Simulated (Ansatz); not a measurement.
## Generalised stacking fault on (111) (shuffle set) of a GaAs-GaSb solid solution (48 atoms): geometry optimisation

Wanted: the relaxed structure of generalised stacking fault on (111) (shuffle set) of a GaAs-GaSb solid solution (48 atoms) and its electronic structure.

Main program and level: Ansatz 0.2.0; Kohn-Sham DFT, PBE, PAW (set soft_2), plane waves.

**1. The structure**

The cell holds 48 atoms: 24 Ga, 10 Sb and 14 As. Its edges and angles: a = 8.267 Å, b = 7.159 Å, c = 20.435 Å, α = 90.0°, β = 82.3°, γ = 90.0°. It derives from GaAs and GaSb. Zinc-blende GaAs lattice (a = 5.8453 Å, the value set for the mixture), cell with z along [111], 2 x 1 x 2 periods; the third cell vector is tilted by 0.667 of 1/2[1-10] and lengthened by 0 Å, so the cell holds one fault (shuffle set); displaced by a Gaussian of 0.01 Å; 10 of 24 As sites given to Sb at random (lattice constant by Vegard's rule between GaAs and GaSb).

Before any run, some limits are plain. Atoms were free to move along the slip, so the relaxation can undo part or all of it. The host structure and its lattice constant were typed by rule, without a check against the phase diagram. The levels lack spin–orbit coupling, which is large for the heavy elements here.

**2. Single point at the start**

A single point comes first, to see the forces before anything moves.

input.yaml

```yaml
crystal:
  lattice:
    - [8.2665, 0.0, 0.0]
    - [0.0, 7.159, 0.0]
    - [2.75547, 0.0, 20.24871]
  atoms:
    - { symbol: Ga, position: [0.43918, 0.49949, 0.93768] }
    - { symbol: Sb, position: [0.72845, 0.4992, 0.06321] }
    - { symbol: Ga, position: [0.71527, 0.83, 0.10396] }
    - { symbol: As, position: [0.67224, 0.83388, 0.2295] }
    [... 38 atom lines left out ...]
    - { symbol: Ga, position: [0.8007, 0.33333, 0.60397] }
    - { symbol: As, position: [0.75592, 0.33141, 0.72925] }
    - { symbol: Ga, position: [0.74508, 0.66722, 0.77169] }
    - { symbol: As, position: [0.69897, 0.66543, 0.89609] }
    - { symbol: Ga, position: [0.99277, 0.16662, 0.77061] }
    - { symbol: Sb, position: [0.95318, 0.16416, 0.8957] }
kpoints:
  mp_grid: { grid: [2, 2, 1] }
hamiltonian:
  xc: pbe
scf:
  occupations: { method: gaussian, width: 0.05 }
output:
  forces: true
```

Launch:

```sh
> ansatz run input.yaml --threads 4 --pin off --max-ram 8192MiB --backend cpu --events-out ev --progress --plain --runs-dir out
```

The job ended after 36 s (4 threads of Arm Neoverse V2, shared host; peak memory 6.2 GiB; 2.3 min of CPU time).

The program notes that it cut back its work space to fit the memory limit.

Numbers from this run:

```yaml
free_energy: -223629.4096 eV
free_energy_per_atom: -4658.9460 eV/atom
scf_cycles: 8
r_m_s_force_component: 0.5747 eV/Å
longest_force: 1.836 eV/Å
fermi_energy: 8.178 eV
```

The r.m.s. force component of 0.57 eV/Å sets the starting point.

Neighbours are counted within 2.82 Å (Ga-As), 3.05 Å (Ga-Sb), cutoffs set anew for this text.

Length of the force by element and coordination:

| element | coordination | atoms | mean length of the force (eV/Å) | spread | least | most |
| --- | --- | --- | --- | --- | --- | --- |
| As | all | 14 | 0.302 | 0.256 | 0.0737 | 0.921 |
| As | 3 | 2 | 0.908 | 0.0133 | 0.895 | 0.921 |
| As | 4 | 12 | 0.201 | 0.0713 | 0.0737 | 0.324 |
| Ga | all | 24 | 1.23 | 0.406 | 0.0915 | 1.84 |
| Ga | 3 | 2 | 1.40 | 0.382 | 1.02 | 1.78 |
| Ga | 4 | 22 | 1.21 | 0.404 | 0.0915 | 1.84 |
| Sb | all | 10 | 0.525 | 0.498 | 0.147 | 1.65 |

**3. Relaxation**

The atoms are relaxed in the fixed cell, aiming at the force tolerance of the input.

Changes to input.yaml since step 2:

```diff
@@ -15 +15,4 @@
   forces: true
+relax:
+  f_tol: 0.05
+  max_steps: 86
```

Run time: 3.7 min. Hardware: 4 threads; peak memory 5.3 GiB; 15 min of CPU time.

Step by step:

| step | energy less that of the first step (eV) | largest force component (eV/Å) |
| --- | --- | --- |
| 1 | 0.0000 | 1.6283 |
| 2 | -2.5144 | 0.5558 |
| 3 | -3.2388 | 0.3851 |
| 4 | -3.7065 | 0.1767 |
| 5 | -3.8199 | 0.0586 |
| 6 | -3.8247 | 0.0269 |

The atoms that moved most (Å):

| atom | dx | dy | dz | length |
| --- | --- | --- | --- | --- |
| Ga5 | -0.708 | 0.023 | 0.018 | 0.709 |
| Ga23 | 0.674 | 0.049 | 0.081 | 0.680 |
| Sb48 | -0.654 | -0.005 | -0.051 | 0.656 |
| Ga7 | 0.639 | -0.038 | 0.109 | 0.650 |
| Ga21 | -0.616 | -0.141 | 0.115 | 0.642 |
| As6 | 0.607 | 0.034 | 0.100 | 0.616 |
| Sb22 | 0.581 | -0.024 | 0.080 | 0.587 |
| Ga9 | -0.584 | 0.019 | -0.008 | 0.585 |

The relaxation changed the energy by -79.7 meV/atom, and atoms moved by 0.41 Å r.m.s., 0.71 Å at most.

**4. Local order after relaxation**

Bonds before and after, by the cutoffs listed below:

| pair | bonds before | bonds after | mean before (Å) | mean after (Å) | spread before (Å) | spread after (Å) |
| --- | --- | --- | --- | --- | --- | --- |
| Ga-As | 56 | 56 | 2.543 | 2.478 | 0.065 | 0.025 |
| Ga-Sb | 40 | 40 | 2.551 | 2.617 | 0.078 | 0.017 |

Density 5.46 g/cm³, 24.96 Å³ an atom.

g(r), total and by pair (bins of 0.2 Å):

| r (Å) | total | Ga-Ga | Ga-As | Ga-Sb | As-As | As-Sb | Sb-Sb |
| --- | --- | --- | --- | --- | --- | --- | --- |
| 2.40 | 3.00 | 0.00 | 10.25 | 0.00 | 0.00 | 0.00 | 0.00 |
| 2.60 | 3.19 | 0.00 | 2.67 | 11.55 | 0.00 | 0.00 | 0.00 |
| 2.80 | 0.00 | 0.00 | 0.00 | 0.00 | 0.00 | 0.00 | 0.00 |
| 3.00 | 0.00 | 0.00 | 0.00 | 0.00 | 0.00 | 0.00 | 0.00 |
| 3.20 | 0.00 | 0.00 | 0.00 | 0.00 | 0.00 | 0.00 | 0.00 |
| 3.40 | 0.00 | 0.00 | 0.00 | 0.00 | 0.00 | 0.00 | 0.00 |
| 3.60 | 0.00 | 0.00 | 0.00 | 0.00 | 0.00 | 0.00 | 0.00 |
| 3.80 | 0.22 | 0.88 | 0.00 | 0.00 | 0.00 | 0.00 | 0.00 |
| 4.00 | 2.36 | 4.57 | 0.00 | 0.00 | 5.38 | 5.87 | 1.17 |
| 4.20 | 3.79 | 6.61 | 0.00 | 0.00 | 8.43 | 7.82 | 10.84 |
| 4.40 | 0.59 | 1.83 | 0.00 | 0.00 | 0.26 | 0.36 | 1.50 |
| 4.60 | 0.88 | 0.08 | 1.46 | 2.04 | 0.00 | 0.00 | 0.00 |
| 4.80 | 2.49 | 0.00 | 5.28 | 4.55 | 0.00 | 0.00 | 0.00 |
| 5.00 | 1.58 | 0.00 | 3.20 | 3.12 | 0.00 | 0.00 | 0.00 |
| 5.20 | 0.16 | 0.00 | 0.21 | 0.45 | 0.00 | 0.00 | 0.00 |
| 5.40 | 0.03 | 0.11 | 0.00 | 0.00 | 0.00 | 0.00 | 0.00 |
| 5.60 | 0.32 | 0.58 | 0.00 | 0.00 | 0.31 | 0.97 | 0.61 |
| 5.80 | 0.77 | 1.52 | 0.00 | 0.00 | 1.87 | 1.42 | 1.39 |
| 6.00 | 0.61 | 0.97 | 0.23 | 0.05 | 0.95 | 1.52 | 0.53 |
| 6.20 | 0.85 | 0.31 | 1.28 | 1.81 | 0.00 | 0.09 | 0.25 |
| 6.40 | 1.60 | 0.00 | 3.69 | 2.53 | 0.00 | 0.00 | 0.00 |
| 6.60 | 0.47 | 0.00 | 0.66 | 1.33 | 0.00 | 0.00 | 0.00 |
| 6.80 | 0.20 | 0.57 | 0.03 | 0.13 | 0.10 | 0.07 | 0.00 |
| 7.00 | 1.45 | 2.87 | 0.00 | 0.00 | 2.77 | 2.98 | 3.11 |
| 7.20 | 2.35 | 3.96 | 0.19 | 0.30 | 5.06 | 4.94 | 4.80 |
| 7.40 | 1.52 | 1.67 | 1.47 | 1.71 | 1.17 | 1.44 | 1.23 |
| 7.60 | 1.12 | 0.23 | 2.27 | 1.92 | 0.09 | 0.00 | 0.00 |
| 7.80 | 0.73 | 0.11 | 1.35 | 1.44 | 0.00 | 0.06 | 0.00 |

Bonds by pair of elements; cutoffs follow the first minimum of g(r), held within bounds set by covalent radii, and pairs that aren't listed don't count as bonded:

| pair A-B | cutoff (Å) | bonds | mean length (Å) | spread (Å) | shortest (Å) | B about A | A about B |
| --- | --- | --- | --- | --- | --- | --- | --- |
| Ga-As | 2.93 | 56 | 2.48 | 0.025 | 2.43 | 2.33 | 4 |
| Ga-Sb | 3.05 | 40 | 2.62 | 0.017 | 2.58 | 1.67 | 4 |

How many atoms have how many bonded neighbours:

| element | mean | 4 |
| --- | --- | --- |
| As | 4 | 14 |
| Ga | 4 | 24 |
| Sb | 4 | 10 |

Bond angles (no mean is given where the spread exceeds 20°):

| angle | count | mean (°) | spread (°) |
| --- | --- | --- | --- |
| Ga-As-Ga | 84 | 109 | 3.6 |
| As-Ga-Sb | 70 | 108 | 3.5 |
| Ga-Sb-Ga | 60 | 109 | 2.8 |
| As-Ga-As | 49 | 112 | 3.1 |
| Sb-Ga-Sb | 25 | 107 | 3 |

Rings of the network by King's shortest-path rule, up to 12 atoms, one path for each pair of neighbours; H, halogens, alkali and alkaline-earth atoms are left out, and the last column divides by all other atoms, bonded or not:

| ring size (atoms) | rings | per network atom |
| --- | --- | --- |
| 6 | 94 | 1.96 |

With the cutoffs above, all As atoms have 4, all Ga atoms have 4 and all Sb atoms have 4 bonded neighbours. The Ga-As-Ga angle averages 109° with a spread of 4°. All rings counted have 6 atoms.

**5. Single point at the relaxed geometry**

The electronic structure is read at the final geometry, in a run of its own.

input.yaml

```yaml
crystal:
  lattice:
    - [8.2665, 0.0, 0.0]
    - [0.0, 7.159, 0.0]
    - [2.75547, 0.0, 20.24871]
  atoms:
    - { symbol: Ga, position: [0.37461, 0.50808, 0.94533] }
    - { symbol: Sb, position: [0.79106, 0.49848, 0.06688] }
    - { symbol: Ga, position: [0.76327, 0.84112, 0.11039] }
    - { symbol: As, position: [0.71403, 0.83246, 0.23081] }
    [... 38 atom lines left out ...]
    - { symbol: Ga, position: [0.79546, 0.34904, 0.60721] }
    - { symbol: As, position: [0.72702, 0.33892, 0.72868] }
    - { symbol: Ga, position: [0.7106, 0.66121, 0.77299] }
    - { symbol: As, position: [0.63003, 0.66689, 0.89651] }
    - { symbol: Ga, position: [0.95557, 0.15605, 0.76403] }
    - { symbol: Sb, position: [0.87491, 0.16351, 0.89318] }
kpoints:
  mp_grid: { grid: [2, 2, 1] }
hamiltonian:
  xc: pbe
scf:
  occupations: { method: gaussian, width: 0.05 }
output:
  forces: true
  stress: true
  populations: true
  dos:
    method: { smearing: { sigma: 0.08 } }
    de: 0.1
    projected: { site_lists: { As: [As], Ga: [Ga], Sb: [Sb] } }
  eigenvalues: true
  write_density: true
  write_potential: true
  volumetric_format: npy
  elf: true
```

The job ended after 93 s (4 threads; peak memory 5.2 GiB).

Numbers from this run:

```yaml
free_energy: -223633.2343 eV
free_energy_per_atom: -4659.0257 eV/atom
scf_cycles: 10
pressure: 3.129 GPa
r_m_s_force_component: 0.0077 eV/Å
longest_force: 0.03415 eV/Å
fermi_energy: 8.18 eV
spacing_of_highest_filled_and_lowest_empty_level: 0.229 eV
spilling_of_the_projection: 0.001484
```

Löwdin charges by element (they lack the spilled electrons, 0.021 e an atom on average):

| element | coordination | atoms | mean charge (e) | spread | least | most |
| --- | --- | --- | --- | --- | --- | --- |
| As | all | 14 | -0.0037 | 0.0047 | -0.0129 | 0.0032 |
| Ga | all | 24 | -0.0959 | 0.093 | -0.322 | 0.0556 |
| Sb | all | 10 | 0.335 | 0.0061 | 0.326 | 0.345 |

Charge against the make-up of the first shell:

| Sb neighbours of Ga | atoms | mean charge (e) |
| --- | --- | --- |
| 0 | 2 | 0.054 |
| 1 | 10 | -0.032 |
| 2 | 7 | -0.125 |
| 3 | 4 | -0.224 |
| 4 | 1 | -0.322 |

Density of states as counts of states in windows of 1 eV (from the Fermi level), total and the larger projections:

| from (eV) | to (eV) | total | Ga p | As p | Sb p | Ga s | As s | Ga d |
| --- | --- | --- | --- | --- | --- | --- | --- | --- |
| -18 | -16 | 0.0 | 0.0 | 0.0 | 0.0 | 0.0 | 0.0 | 0.0 |
| -16 | -15 | 149.7 | 0.2 | 0.3 | 0.1 | 0.0 | 0.7 | 148.1 |
| -15 | -14 | 90.3 | 0.0 | 0.1 | 0.1 | 0.0 | 0.0 | 89.9 |
| -14 | -13 | 0.0 | 0.0 | 0.0 | 0.0 | 0.0 | 0.0 | 0.0 |
| -13 | -12 | 3.0 | 0.3 | 0.0 | 0.0 | 0.9 | 1.5 | 0.0 |
| -12 | -11 | 17.3 | 3.4 | 0.3 | 0.2 | 2.9 | 9.4 | 0.5 |
| -11 | -10 | 13.8 | 3.1 | 0.2 | 0.2 | 1.6 | 5.6 | 0.3 |
| -10 | -9 | 13.8 | 3.3 | 0.3 | 0.2 | 1.5 | 0.8 | 0.2 |
| -9 | -8 | 0.0 | 0.0 | 0.0 | 0.0 | 0.0 | 0.0 | 0.0 |
| -8 | -7 | 0.6 | 0.0 | 0.2 | 0.1 | 0.3 | 0.0 | 0.0 |
| -7 | -6 | 25.7 | 2.0 | 6.6 | 3.8 | 11.8 | 0.7 | 0.1 |
| -6 | -5 | 12.0 | 1.2 | 3.0 | 1.8 | 4.2 | 0.8 | 0.1 |
| -5 | -4 | 6.4 | 1.0 | 1.9 | 0.9 | 1.6 | 0.4 | 0.0 |
| -4 | -3 | 29.1 | 10.0 | 10.8 | 5.5 | 1.6 | 0.5 | 0.1 |
| -3 | -2 | 32.1 | 10.8 | 12.9 | 7.0 | 0.8 | 0.2 | 0.1 |
| -2 | -1 | 29.5 | 9.0 | 9.7 | 9.7 | 0.5 | 0.1 | 0.1 |
| -1 | 0 | 8.6 | 2.0 | 2.8 | 3.2 | 0.3 | 0.1 | 0.1 |
| 0 | 1 | 3.9 | 1.0 | 0.6 | 0.5 | 1.1 | 0.5 | 0.0 |
| 1 | 2 | 23.7 | 7.3 | 3.8 | 2.8 | 5.3 | 1.6 | 0.0 |
| 2 | 3 | 26.5 | 7.9 | 4.6 | 3.6 | 5.2 | 1.4 | 0.0 |
| 3 | 4 | 28.6 | 14.9 | 3.7 | 2.9 | 1.8 | 0.8 | 0.0 |
| 4 | 5 | 33.5 | 15.7 | 5.0 | 3.9 | 1.7 | 0.6 | 0.0 |

The curve was stored every 0.10 eV, coarse against its broadening of 0.08 eV, so these counts are rough.

The stored curve holds about 432 of the 672 electrons; the rest, give or take the few that broadening carries across the Fermi level, lie in deeper levels below its range.

The levels nearest the highest filled one (over half full), pooled over k-points and spins:

| level less the highest filled one (eV) | occupation |
| --- | --- |
| -0.296 | 2 |
| -0.270 | 2 |
| -0.268 | 2 |
| -0.153 | 2 |
| -0.0252 | 2 |
| 0 | 2.00 |
| 0.229 | 0.001 |
| 0.477 | 0 |
| 0.586 | 0 |
| 0.824 | 0 |
| 0.921 | 0 |
| 0.953 | 0 |

Mean Löwdin charges: As -0.00, Ga -0.10, Sb +0.34 e. Charges this small depend on the projection, at times even in sign. The charge on Ga changes by -0.094 e for each Sb neighbour that takes the place of another kind, on average.

**6. Results**

```
energy change in the relaxation                  : -79.68 meV/atom
r.m.s. displacement                              : 0.406 Å
largest displacement                             : 0.709 Å
free energy per atom                             : -4659.0257 eV/atom
density                                          : 5.46 g/cm³
pressure                                         : 3.129 GPa
r.m.s. force component                           : 0.0077 eV/Å
gap (highest filled to lowest empty level) : 0.229 eV
wall time of the 3 DFT runs                      : 5.9 min
```

In words: Relaxation lowers the energy by 79.7 meV/atom and moves atoms by 0.41 Å r.m.s.; the r.m.s. force component goes from 0.57 to 0.0077 eV/Å. By the final cutoffs no bond was broken or made. Layers on the two sides of the fault moved in opposite directions along the plane, so much of the imposed slip has spread into a shear of the crystal. First to last step the energy falls by 3.825 eV; the largest move, 0.71 Å, is that of Ga5. The Ga-Sb bonds go from 2.551 Å (spread 0.078) to 2.617 Å (spread 0.017). With the cutoffs above, all As atoms have 4, all Ga atoms have 4 and all Sb atoms have 4 bonded neighbours. The highest filled and lowest empty levels differ by 0.229 eV on the run's k-points; the mesh holds the band edges only if they fold onto it, so the gap at this level can be narrower or closed.

What to keep in mind: Atoms were free to move along the slip, so the relaxation can undo part or all of it. The pressure of 3.1 GPa means that a free cell would grow at this level.

[Logs are printed without paths, hosts, clocks, repeated set-up lines and the standing remarks that a program may print on its own settings, such as how far it seeks lower states.]

[Hosts, paths, dates, database ids (printed as entryN), source tags and the programs' standing remarks are cut or masked in the printed files.]
